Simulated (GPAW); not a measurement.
# Core-hole calculation of the Ti K edge in BaTiO3 (Pm-3m), part 2 of 3

How does the Ti K edge of BaTiO3 (Pm-3m) move when the bonds are compressed or stretched?

GPAW 26.7.0; X-ray absorption from dipole matrix elements to empty bands, plane-wave PAW LDA.

So far. Step 2 (The field without a hole): The mesh shows a gap of 1.69 eV, so the hole is first treated in a charged cell, without the excited electron.

## Step 4: Spectrum with FCH, Ti atom 2

The holes are 5.7 Å apart. In GPAW the data set carries the hole's charge, so charge=0 means a charged cell and charge=-1 a neutral one. The excited electron is left out and a uniform background balances the charge. After the field has converged, empty bands are computed with the density fixed and the dipole matrix elements are summed.

The absorber has 6 O at 2.00 Å (octahedral, site symmetry m-3m).

The input, xas.py:

```python
import numpy as np
from ase import Atoms
from ase.parallel import parprint, paropen
from gpaw import GPAW, PW, FermiDirac, Mixer, MixerDif, setup_paths
from gpaw.test import gen
setup_paths.insert(0, '.')
gen('Ti', name='fch1s', xcname='LDA', corehole=(1, 0, 1), write_xml=True)
from gpaw.mpi import world
world.barrier()

atoms = Atoms('Ba2Ti2O6',
    cell=[[4.006, 0, 4.006],
     [0, 4.006, 4.006],
     [0, -4.006, 4.006]],
    scaled_positions=[[0.5, 0.25, 0.75],
     [0.5, 0.75, 0.25],
     [0, 0, 0],
     [0, 0.5, 0.5],
     [0, 0.25, 0.25],
     [0, 0.75, 0.75],
     [0, 0.25, 0.75],
     [0, 0.75, 0.25],
     [0.5, 0.75, 0.75],
     [0.5, 0.25, 0.25]],
    pbc=True)
atoms.calc = calc = GPAW(legacy_gpaw=True, mode=PW(500), xc='LDA', setups={2: 'fch1s'},
    kpts={'size': (5, 5, 5), 'gamma': True}, occupations=FermiDirac(0.02),
    charge=0, mixer=Mixer(0.1, 5, 50), maxiter=150,
    convergence={'density': 0.0001}, txt='scf.txt')
energy = atoms.get_potential_energy() + calc.get_reference_energy()
ef = calc.get_fermi_level()
out = dict(energy=energy, fermi=ef, forces=atoms.get_forces().tolist())
parprint(f'all-electron energy {energy:.4f} eV, Fermi level {ef:.4f} eV')
ev = np.array([[calc.get_eigenvalues(k, s) for k in range(len(calc.get_ibz_k_points()))] for s in range(calc.get_number_of_spins())])
out['homo'], out['lumo'], out['counts'] = ev[ev < ef].max(), ev[ev > ef].min(), sorted(set((ev < ef).sum((0, 2)).tolist()))
out['filled'] = (ev[:, 0] < ef).sum(1).tolist()

from ase.units import Ha
from gpaw.xas import dipole_matrix_elements
nb = int(calc.get_number_of_electrons() / 2) + 90
top, nb = nb, nb + 8 + nb // 12
nscf = calc.fixed_density(kpts={'size': (5, 5, 5), 'gamma': True}, nbands=nb,
    convergence={'bands': top, 'eigenstates': 1e-5}, maxiter=60, txt='nscf.txt')
cell = atoms.cell.array
ops = [cell.T @ U.T @ np.linalg.inv(cell.T) for U in nscf.wfs.kd.symmetry.op_scc]
filled = [40]  # bands filled in the ground state, by spin
E = np.arange(-6, 34, 0.1)
fwhm = np.interp(E, [4, 25], [0.94, 3.5])
Y, X, zero, highest = 0, 0, 1e9, 1e9
for spin in range(nscf.get_number_of_spins()):
    wfs = nscf.wfs
    A = dipole_matrix_elements(wfs.setups[2])
    eps = np.zeros((wfs.kd.nibzkpts, nb))
    d = np.zeros((3, A.shape[1], wfs.kd.nibzkpts, nb), complex)
    for kpt in wfs.kpt_u:
        if kpt.s == spin and 2 in kpt.P_ani:
            eps[kpt.k] = kpt.eps_n * Ha
            d[:, :, kpt.k] = (kpt.weight * wfs.nspins / 2) ** 0.5 * np.inner(A, kpt.P_ani[2])
    world.sum(eps)
    world.sum(d)
    T = np.einsum('amkn,bmkn->abkn', d, d.conj()).real
    T = sum(np.einsum('ai,ijkn,bj->abkn', R, T, R) for R in ops) / len(ops)
    empty = np.ones_like(eps, bool) & (np.arange(nb) >= filled[spin])
    zero, highest = min(zero, eps[empty].min()), min(highest, eps[:, top - 1].min())
    lines = [(eps, T, empty)] if spin == 0 else lines + [(eps, T, empty)]
for eps, T, empty in lines:
    f = np.einsum('aakn->akn', T).reshape(3, -1)
    x = eps.ravel() - zero
    w = np.interp(x, E, fwhm) / 2.35482
    g = np.exp(-0.5 * ((E[:, None] - x) / w) ** 2) / (w * (2 * np.pi) ** 0.5)
    Y = Y + (f * empty.ravel()) @ g.T
    X = X + (f * ~empty.ravel()) @ g.T
out.update(E=E.round(2).tolist(), xas=Y.tolist(), xes=X.tolist(), zero=zero, valid=highest - zero, nk=len(eps), nb=nb)
for i in range(0, len(E), 10):
    parprint(f'{E[i]:7.2f}', *(f'{v:10.3e}' for v in Y[:, i]))
import json
with paropen('out.json', 'w') as f:
    json.dump(out, f)
```

Started as:

```
$ OMP_NUM_THREADS=1 mpirun -n 2 gpaw python xas.py
```

Numbers of over 12 decimals in the logs are rounded to 6 here.

The program printed:

```text
Input parameters:
  convergence: {density: 0.0001}
  kpts: {gamma: True,
         size: (5, 5, 5)}
  maxiter: 150
  mixer: {backend: pulay,
          beta: 0.1,
          method: separate,
          nmaxold: 5,
          weight: 50}
  mode: {ecut: 500.0,
         name: pw}
  occupations: {fixmagmom: False,
                name: fermi-dirac,
                width: 0.02}
  setups: {2: fch1s}

Initialize ...

[... PAW data sets ...]

Reference energy: -495748.554291  # eV

Spin-paired calculation

[... convergence settings ...]
Symmetries present (total): 48
  [... symmetry matrices ...]

125 k-points: 5 x 5 x 5 Monkhorst-Pack grid
10 k-points in the irreducible part of the Brillouin zone
       k-points in crystal coordinates                weights
   0:     0.00000000    0.00000000    0.00000000          1/125
   1:     0.20000000    0.20000000    0.00000000          8/125
   2:     0.20000000    0.20000000    0.20000000          6/125
   3:     0.40000000    0.20000000   -0.20000000         24/125
   4:     0.40000000    0.20000000    0.20000000         12/125
   5:     0.40000000    0.40000000   -0.40000000         12/125
   6:     0.40000000    0.40000000   -0.20000000         24/125
   7:     0.40000000    0.40000000    0.00000000          8/125
   8:     0.40000000    0.40000000    0.20000000         24/125
   9:     0.40000000    0.40000000    0.40000000          6/125

Wave functions: Plane wave expansion
  Cutoff energy: 500.000 eV
  Number of coefficients (min, max): 3244, 3287
  Pulay-stress correction: 0.000000 eV/Ang^3 (de/decut=0.000000)
  Using FFTW library
  Wavefunction extrapolation:
    Improved wavefunction reuse through dual PAW basis

Occupation numbers: Fermi-Dirac:
  width: 0.0200  # eV

Eigensolver
   Davidson(niter=2)

Densities:
  Coarse grid: 30*30*30 grid
  Fine grid: 60*60*60 grid
  Total Charge: 1.000000

Density mixing:
  Method: separate
  Backend: pulay
  Linear mixing parameter: 0.1
  old densities: 5
  Width of damping distribution: 1.1
  Damping of long wavelength oscillations: 50

[... Hamiltonian set-up ...]
Number of atoms: 10
Number of atomic orbitals: 60
Number of bands in calculation: 52
Number of valence electrons: 80
Bands to converge: occupied

... initialized

Initializing position-dependent things.

Density initialized from atomic densities
Creating initial wave functions:
  52 bands from LCAO basis set

              O
               Ba
        O

          O Ba
        Ti    O
       O

        O

        Ti

Atomic positions and initial magnetic moments

Positions:
   0 Ba     2.003000   -2.003000    6.009000    ( 0.0000,  0.0000,  0.0000)
   1 Ba     2.003000    2.003000    6.009000    ( 0.0000,  0.0000,  0.0000)
   2 Ti     0.000000    0.000000    0.000000    ( 0.0000,  0.0000,  0.0000)
   3 Ti     0.000000    0.000000    4.006000    ( 0.0000,  0.0000,  0.0000)
   4 O      0.000000    0.000000    2.003000    ( 0.0000,  0.0000,  0.0000)
   5 O      0.000000    0.000000    6.009000    ( 0.0000,  0.0000,  0.0000)
   6 O      0.000000   -2.003000    4.006000    ( 0.0000,  0.0000,  0.0000)
   7 O      0.000000    2.003000    4.006000    ( 0.0000,  0.0000,  0.0000)
   8 O      2.003000    0.000000    8.012000    ( 0.0000,  0.0000,  0.0000)
   9 O      2.003000    0.000000    4.006000    ( 0.0000,  0.0000,  0.0000)

Unit cell:
           periodic     x           y           z      points  spacing
  1. axis:    yes    4.006000    0.000000    4.006000    30     0.1335
  2. axis:    yes    0.000000    4.006000    4.006000    30     0.1542
  3. axis:    yes    0.000000   -4.006000    4.006000    30     0.1542

  Lengths:   5.665340   5.665340   5.665340
  Angles:   90.000000  60.000000  60.000000

Effective grid spacing dv^(1/3) = 0.1682

iter:   1  -113.851704
iter:   2  -108.141157   -0.98  -1.03
iter:   3  -104.938684   -1.30  -1.10
iter:   4  -104.358633   -1.28  -1.33
iter:   5  -104.053394   -2.40  -1.52
iter:   6  -104.701754   -1.69  -1.56
iter:   7  -104.103793   -2.29  -1.70
iter:   8  -103.930132   -2.74  -2.04
iter:   9  -103.909399   -2.78  -2.39
iter:  10  -103.908108c  -4.14  -2.79
iter:  11  -103.907444c  -4.11  -2.86
iter:  12  -103.906830c  -4.35  -3.12
iter:  13  -103.906787c  -5.62  -3.49
iter:  14  -103.906794c  -5.46  -3.62
iter:  15  -103.906774c  -6.46  -3.63
iter:  16  -103.906765c  -6.01  -3.76
iter:  17  -103.906764c  -7.29  -4.33c
iter:  18  -103.906764c  -7.29  -4.59c
iter:  19  -103.906764c  -7.75c -4.63c

Converged after 19 iterations.

Dipole moment: (0.000000, 0.000000, 0.000000) |e|*Ang

Energy contributions relative to reference atoms: (reference = -495748.554291)

Kinetic:        +15.277709
Potential:      -43.989665
External:        +0.000000
XC:             -75.224675
Entropy (-ST):   -0.000000
Local:           +0.029867
SIC:             +0.000000
--------------------------
Free energy:   -103.906764
Extrapolated:  -103.906764

Showing only first 2 kpts
 Kpt  Band  Eigenvalues  Occupancy
  0    38      6.91755    2.00000
  0    39      6.91756    2.00000
  0    40      7.56946    0.00000
  0    41      7.56946    0.00000

  1    38      6.67544    2.00000
  1    39      6.80989    2.00000
  1    40      7.86920    0.00000
[...]
Fermi level: 7.23573

Gap: 0.650 eV
Transition (v -> c):
  (s=0, k=0, n=39, [0.00, 0.00, 0.00]) -> (s=0, k=2, n=40, [0.20, 0.20, 0.20])
Direct/indirect transitions are different
Direct gap: 0.652 eV
Transition at: (s=0, k=0, n=39, [0.00, 0.00, 0.00])

Forces in eV/Ang:
  0 Ba    0.00000    0.00000   -0.00000
  1 Ba    0.00000    0.00000   -0.00000
  2 Ti    0.00000   -0.00000    0.00000
  3 Ti    0.00000    0.00000    0.00000
  4 O     0.00000    0.00000   -1.10902
  5 O     0.00000   -0.00000    1.10902
  6 O    -0.00000   -1.10902    0.00000
  7 O    -0.00000    1.10902    0.00000
  8 O    -1.10902    0.00000    0.00000
  9 O     1.10902   -0.00000   -0.00000
Scalar-relativistic atomic LDA calculation for Ti (Titanium, Z=22)
Core hole in 1s state (1s occupation: 1.0)
600 radial gridpoints.
|------------------------------------------------|
|------------------------------------------------|
[... the atom generator's iteration count ...]

Energy contributions:
-------------------------
Kinetic:     +672.671614
XC:           -34.028348
Potential:  -1307.172598
-------------------------
Total:       -668.529332

state      eigenvalue         ekin         rmax
-----------------------------------------------
1s^1.0 :  -187.828620   240.500426        0.045
2s^2.0 :   -22.002726    43.832967        0.262
2p^6.0 :   -18.989232    43.629197        0.209
3s^2.0 :    -2.983269     9.467322        0.829
3p^6.0 :    -2.108060     8.391345        0.840
3d^2.0 :    -0.666650     5.344221        0.850
4s^2.0 :    -0.460559     1.379460        2.509
4p^0.0 :    -0.300118     0.992184        2.957
-----------------------------------------------
(units: Bohr and Hartree)

Generating PAW setup
Kinetic energy of the core from tauc = 593.006444694578
Cutoffs:
rc(s)=2.400
rc(p)=2.000
rc(d)=2.000
rc(vbar)=1.800
rc(comp)=2.300
rc(nct)=2.400

Kinetic energy of the core states: 589.941539
Charge: 1.0
Core electrons: 9.0
Valence electrons: 12.0
Pseudo-core charge: 0.000000
Shape function alpha=1.890
Pseudo-electron charge 5.350237
state    eigenvalue         norm
--------------------------------
3s(2) :    -2.983269     0.223229
4s(2) :    -0.460559     1.020774
3p(6) :    -2.108060     0.336604
4p(0) :    -0.300118     0.967107
3d(2) :    -0.666650     0.421304
*d    :     0.333350
--------------------------------

Diagonalizing with gridspacing h=0.050

state   all-electron     PAW
-------------------------------
3s:      -2.983269    -2.983558
3p:      -2.108060    -2.108705
3d:      -0.666650    -0.667242
*f:                   -0.026873
-------------------------------
all-electron energy -495852.4611 eV, Fermi level 7.2357 eV
[...]
31.00  4.443e-07  4.443e-07  4.443e-07
  32.00  4.385e-07  4.385e-07  4.385e-07
  33.00  4.368e-07  4.368e-07  4.368e-07
```

Run time: 2.5 min. Hardware: 2 MPI ranks of Arm Neoverse N1, shared host; peak memory 0.36 GiB; 5 min of CPU time.

The Ti K spectrum, Ti atom 2, full core hole (charged cell) (energy from the lowest empty level; intensity scaled to a mean of 1 over the first 20 eV):

```csv
E (eV),intensity
-2.0,0.00
-1.5,0.00
-1.0,0.00
-0.5,0.00
0.0,0.00
0.5,0.00
1.0,0.00
1.5,0.01
2.0,0.07
2.5,0.15
3.0,0.11
3.5,0.03
4.0,0.02
4.5,0.18
5.0,0.52
5.5,0.60
6.0,0.34
6.5,0.16
7.0,0.16
7.5,0.21
8.0,0.22
8.5,0.21
9.0,0.19
9.5,0.17
10.0,0.16
10.5,0.17
11.0,0.23
11.5,0.36
12.0,0.65
12.5,1.14
13.0,1.75
13.5,2.29
14.0,2.62
14.5,2.73
15.0,2.70
15.5,2.59
16.0,2.44
16.5,2.29
17.0,2.16
17.5,2.09
18.0,2.11
18.5,2.22
19.0,2.34
19.5,2.42
20.0,2.42
20.5,2.31
21.0,2.15
21.5,1.99
22.0,1.87
22.5,1.82
23.0,1.83
23.5,1.88
24.0,1.95
24.5,2.02
25.0,2.09
25.5,2.14
26.0,2.18
26.5,2.20
27.0,2.18
27.5,2.13
28.0,2.03
28.5,1.89
29.0,1.74
29.5,1.59
30.0,1.46
30.5,1.37
31.0,1.32
31.5,1.30
32.0,1.30
```

Main maxima below 30 eV (height): 2.6 eV (0.15), 5.3 eV (0.63), 7.9 eV (0.22), 14.6 eV (2.73), 19.7 eV (2.43) and 26.5 eV (2.20). A K edge sees empty p states. The first eV above the zero hold little dipole weight, as the lowest empty bands are of d character; the main edge, of 4p character, rises through 0.6 near 12 eV above the zero.

The hole costs E(hole) − E(ground) = 4963.24 eV, and the lowest empty level of the hole cell on the spectrum's mesh lies at 7.57 eV, which puts the zero at 4970.80 eV. One term is added: -22.68 eV, since the hole is spin-paired here and a spin-polarised one costs that much less in the free atom (computed apart). The photon energy is then 4948.12 eV. The tabulated edge of the element is 4966 eV. The functional and the charged cell's background leave an error in such absolute values: in the free atom LDA prices this hole 13.2 eV below PBE (computed apart), and PBE is itself good to a few eV.

## Step 5: Reference energy of the supercell

The cell changes for the next run, so it gets a reference energy of its own.

The cell differs from the one that the last finished run ended in (a 5.665 → 5.608 Å, b 5.665 → 5.608 Å, c 5.665 → 5.608 Å).

The input, scf.py:

```python
import numpy as np
from ase import Atoms
from ase.parallel import parprint, paropen
from gpaw import GPAW, PW, FermiDirac, Mixer, MixerDif, setup_paths
from gpaw.test import gen
setup_paths.insert(0, '.')
gen('Ti', name='nch1s', xcname='LDA', corehole=(1, 0, 0), write_xml=True)
from gpaw.mpi import world
world.barrier()

atoms = Atoms('Ba2Ti2O6',
    cell=[[3.96553259, 0, 3.96553259],
     [0, 3.96553259, 3.96553259],
     [0, -3.96553259, 3.96553259]],
    scaled_positions=[[0.5, 0.25, 0.75],
     [0.5, 0.75, 0.25],
     [0, 0, 0],
     [0, 0.5, 0.5],
     [0, 0.25, 0.25],
     [0, 0.75, 0.75],
     [0, 0.25, 0.75],
     [0, 0.75, 0.25],
     [0.5, 0.75, 0.75],
     [0.5, 0.25, 0.25]],
    pbc=True)
atoms.calc = calc = GPAW(legacy_gpaw=True, mode=PW(500), xc='LDA', setups={2: 'nch1s'},
    kpts={'size': (5, 5, 5), 'gamma': True}, occupations=FermiDirac(0.02),
    charge=0, mixer=Mixer(0.1, 5, 50), maxiter=150,
    convergence={'density': 0.0001}, txt='scf.txt')
energy = atoms.get_potential_energy() + calc.get_reference_energy()
ef = calc.get_fermi_level()
out = dict(energy=energy, fermi=ef, forces=atoms.get_forces().tolist())
parprint(f'all-electron energy {energy:.4f} eV, Fermi level {ef:.4f} eV')
ev = np.array([[calc.get_eigenvalues(k, s) for k in range(len(calc.get_ibz_k_points()))] for s in range(calc.get_number_of_spins())])
out['homo'], out['lumo'], out['counts'] = ev[ev < ef].max(), ev[ev > ef].min(), sorted(set((ev < ef).sum((0, 2)).tolist()))
out['filled'] = (ev[:, 0] < ef).sum(1).tolist()
import json
with paropen('out.json', 'w') as f:
    json.dump(out, f)
```

Started as:

```
$ OMP_NUM_THREADS=1 mpirun -n 2 gpaw python scf.py
```

The program printed:

```text
Input parameters:
  convergence: {density: 0.0001}
  kpts: {gamma: True,
         size: (5, 5, 5)}
  maxiter: 150
  mixer: {backend: pulay,
          beta: 0.1,
          method: separate,
          nmaxold: 5,
          weight: 50}
  mode: {ecut: 500.0,
         name: pw}
  occupations: {fixmagmom: False,
                name: fermi-dirac,
                width: 0.02}
  setups: {2: nch1s}

Initialize ...

[...]
4s(2) :    -0.168799     0.990650
3p(6) :    -1.425558     0.436626
4p(0) :    -0.056429     0.981035
3d(2) :    -0.164024     0.588737
*d    :     0.835976
--------------------------------

Diagonalizing with gridspacing h=0.050

state   all-electron     PAW
-------------------------------
3s:      -2.287902    -2.288205
3p:      -1.425558    -1.426242
3d:      -0.164024    -0.164519
*f:                    0.065395
-------------------------------
all-electron energy -500815.8138 eV, Fermi level 8.4667 eV
[key lines of the parts left out:]
Converged after 18 iterations.
Dipole moment: (-0.000000, 0.000000, -0.000000) |e|*Ang
Free energy:    -84.920135
Fermi level: 8.46670
```

Run time: 53 s. Hardware: 2 MPI ranks; peak memory 0.27 GiB; 1.8 min of CPU time.

Reference energy: -500815.814 eV with the cores included.

## Step 6: Spectrum with FCH, Ti atom 2

Shorter bonds are expected to push antibonding states and scattering resonances up, and longer ones down; the cell is scaled to test that.

Changed against the first core-hole run: volume scale from 1 to 0.97.

Changes to xas.py since step 4:

```diff
@@ -11,5 +11,5 @@
 atoms = Atoms('Ba2Ti2O6',
-    cell=[[4.006, 0, 4.006],
-     [0, 4.006, 4.006],
-     [0, -4.006, 4.006]],
+    cell=[[3.96553259, 0, 3.96553259],
+     [0, 3.96553259, 3.96553259],
+     [0, -3.96553259, 3.96553259]],
     scaled_positions=[[0.5, 0.25, 0.75],
@@ -39,3 +39,3 @@
 from gpaw.xas import dipole_matrix_elements
-nb = int(calc.get_number_of_electrons() / 2) + 90
+nb = int(calc.get_number_of_electrons() / 2) + 87
 top, nb = nb, nb + 8 + nb // 12
```

Started as:

```
$ OMP_NUM_THREADS=1 mpirun -n 2 gpaw python xas.py
```

The program printed:

```text
Input parameters:
  convergence: {density: 0.0001}
  kpts: {gamma: True,
         size: (5, 5, 5)}
  maxiter: 150
  mixer: {backend: pulay,
          beta: 0.1,
          method: separate,
          nmaxold: 5,
          weight: 50}
  mode: {ecut: 500.0,
         name: pw}
  occupations: {fixmagmom: False,
                name: fermi-dirac,
                width: 0.02}
  setups: {2: fch1s}

Initialize ...

[...]
*d    :     0.333350
--------------------------------

Diagonalizing with gridspacing h=0.050

state   all-electron     PAW
-------------------------------
3s:      -2.983269    -2.983558
3p:      -2.108060    -2.108705
3d:      -0.666650    -0.667242
*f:                   -0.026873
-------------------------------
all-electron energy -495853.0921 eV, Fermi level 7.6234 eV
[...]
32.00  4.351e-07  4.351e-07  4.351e-07
  33.00  4.406e-07  4.406e-07  4.406e-07
[key lines of the parts left out:]
Converged after 18 iterations.
Dipole moment: (-0.000000, -0.000000, -0.000000) |e|*Ang
Free energy:   -104.537824
Fermi level: 7.62339
```

Wall time 2.4 min (2 MPI ranks); peak memory 0.35 GiB; 4.8 min of CPU time.

```csv
E (eV),first run,this run
-2.0,0.00,0.00
-1.0,0.00,0.00
0.0,0.00,0.00
1.0,0.00,0.00
2.0,0.07,0.05
3.0,0.11,0.14
4.0,0.02,0.01
5.0,0.52,0.39
6.0,0.34,0.52
7.0,0.16,0.17
8.0,0.22,0.21
9.0,0.19,0.20
10.0,0.16,0.15
11.0,0.23,0.19
12.0,0.65,0.51
13.0,1.75,1.53
14.0,2.62,2.55
15.0,2.70,2.75
16.0,2.44,2.54
17.0,2.16,2.29
18.0,2.11,2.19
19.0,2.34,2.36
20.0,2.42,2.52
21.0,2.15,2.35
22.0,1.87,2.02
23.0,1.83,1.87
24.0,1.95,1.95
25.0,2.09,2.11
26.0,2.18,2.25
27.0,2.18,2.34
28.0,2.03,2.28
29.0,1.74,2.03
30.0,1.46,1.69
31.0,1.32,1.44
32.0,1.30,1.36
```

The scaled spectrum changes by 7 % r.m.s. The highest intensity below 24 eV goes from 14.6 eV (2.73) to 14.8 eV (2.76).

The photon energy of the zero moves by -0.11 eV.

## Step 7: Supercell without a hole, the energy reference

The cell changes for the next run, so it gets a reference energy of its own.

The cell differs from the one that the last finished run ended in (a 5.608 → 5.721 Å, b 5.608 → 5.721 Å, c 5.608 → 5.721 Å).

Changes to scf.py since step 5:

```diff
@@ -11,5 +11,5 @@
 atoms = Atoms('Ba2Ti2O6',
-    cell=[[3.96553259, 0, 3.96553259],
-     [0, 3.96553259, 3.96553259],
-     [0, -3.96553259, 3.96553259]],
+    cell=[[4.04566595, 0, 4.04566595],
+     [0, 4.04566595, 4.04566595],
+     [0, -4.04566595, 4.04566595]],
     scaled_positions=[[0.5, 0.25, 0.75],
```

Started as:

```
$ OMP_NUM_THREADS=1 mpirun -n 2 gpaw python scf.py
```

The program printed:

```text
Input parameters:
  convergence: {density: 0.0001}
  kpts: {gamma: True,
         size: (5, 5, 5)}
  maxiter: 150
  mixer: {backend: pulay,
          beta: 0.1,
          method: separate,
          nmaxold: 5,
          weight: 50}
  mode: {ecut: 500.0,
         name: pw}
  occupations: {fixmagmom: False,
                name: fermi-dirac,
                width: 0.02}
  setups: {2: nch1s}

Initialize ...

[...]
4s(2) :    -0.168799     0.990650
3p(6) :    -1.425558     0.436626
4p(0) :    -0.056429     0.981035
3d(2) :    -0.164024     0.588737
*d    :     0.835976
--------------------------------

Diagonalizing with gridspacing h=0.050

state   all-electron     PAW
-------------------------------
3s:      -2.287902    -2.288205
3p:      -1.425558    -1.426242
3d:      -0.164024    -0.164519
*f:                    0.065395
-------------------------------
all-electron energy -500815.4488 eV, Fermi level 7.7481 eV
[key lines of the parts left out:]
Converged after 19 iterations.
Dipole moment: (0.000000, 0.000000, 0.000000) |e|*Ang
Free energy:    -84.555168
Fermi level: 7.74807
```

Elapsed: 57 s, on 2 MPI ranks; peak memory 0.26 GiB.

Reference energy: -500815.449 eV with the cores included.

[end of part 2 of 3]

[Banner, clock and machine lines of the logs are left out without a mark of their own.]

[Logs are printed without paths, hosts, clocks, repeated set-up lines and the standing remarks that a program may print on its own settings, such as how far it seeks lower states.]

[Hosts, paths, dates, database ids (printed as entryN), source tags and the programs' standing remarks are cut or masked in the printed files.]

[Lists of maxima count a maximum above −3 eV only where it reaches 4 % of the highest in the window and stands out from its surroundings by 2 % of it (1.5 % where it reaches 55 %); shoulders and weaker maxima are passed over, and of the rest the first, up to two pre-edge ones and the few strongest are named.]
